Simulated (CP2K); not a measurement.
Consider acetic acid monohydrate at its PBE geometry (Å).

```xyz
11

C    -1.8459   -0.6324    0.4072
C    -0.4805   -0.1382    0.0077
O     0.3769   -0.0874    1.0488
O    -0.1672    0.1859   -1.1363
O     2.4447    0.8133   -0.4948
H    -2.2719    0.0298    1.1724
H    -1.7650   -1.6322    0.8536
H    -2.5000   -0.6637   -0.4680
H     1.2544    0.2407    0.7121
H     1.7184    0.7413   -1.1560
H     3.2362    1.1429   -0.9467
```

Method: CP2K XAS_TDP, all-electron GAPW, PBEh(45%), aug-cc-pVDZ, TDA, GW2X-corrected core level, no relativity.

**Question.** Predict the bright core excitations at the O K edge.

Leading lines: O3 535.69 eV, O4 532.53 eV and O5 535.98 eV. The leading line of an atom is its first one with 35 % of the strongest within 2.5 eV of its lowest line over the strength cut. Core ionisation energies at this level: O4 537.81, O5 539.23 and O3 539.41 eV.

The first six lines of each atom with a strength over 0.0015:

| atom | energy (eV) | states | strength, one atom | above the computed threshold |
| --- | --- | --- | --- | --- |
| O3 (bonded to C and H, gives 1 H bond) | 535.69 | 1 | 0.0176 |  |
|  | 537.40 | 1 | 0.0044 |  |
|  | 538.22 | 1 | 0.0055 |  |
|  | 538.80 | 2 | 0.0046 |  |
|  | 539.21 | 1 | 0.0042 |  |
|  | 539.85 | 1 | 0.0148 | yes |
| O4 (bonded to C, takes 1 H bond) | 532.53 | 1 | 0.0373 |  |
|  | 536.67 | 1 | 0.0021 |  |
|  | 537.26 | 1 | 0.0020 |  |
|  | 538.82 | 1 | 0.0038 | yes |
|  | 539.14 | 1 | 0.0019 | yes |
|  | 539.42 | 1 | 0.0038 | yes |
| O5 (bonded to 2 H, gives 1 H bond, takes 1) | 535.98 | 1 | 0.0138 |  |
|  | 537.95 | 1 | 0.0200 |  |
|  | 538.20 | 1 | 0.0082 |  |
|  | 538.83 | 1 | 0.0033 |  |
|  | 539.02 | 1 | 0.0063 |  |
|  | 539.50 | 1 | 0.0016 | yes |

Lines are vertical, at one geometry, with no vibrational structure. GW2X ionisation energies and lines can be off by 1 to 2 eV either way, and a good line position may hide errors that cancel. These values hold no scalar relativity, about 0.4 eV for O 1s. Rydberg lines, and the discretised continuum above threshold, depend on the basis and the box. This is one low-energy arrangement of the cluster, relaxed without a dispersion correction; others exist.

[Banner, clock and machine lines of the logs are left out without a mark of their own.]

[Logs are printed without paths, hosts, clocks, repeated set-up lines and the standing remarks that a program may print on its own settings, such as how far it seeks lower states.]

[Hosts, paths, dates, database ids (printed as entryN), source tags and the programs' standing remarks are cut or masked in the printed files.]
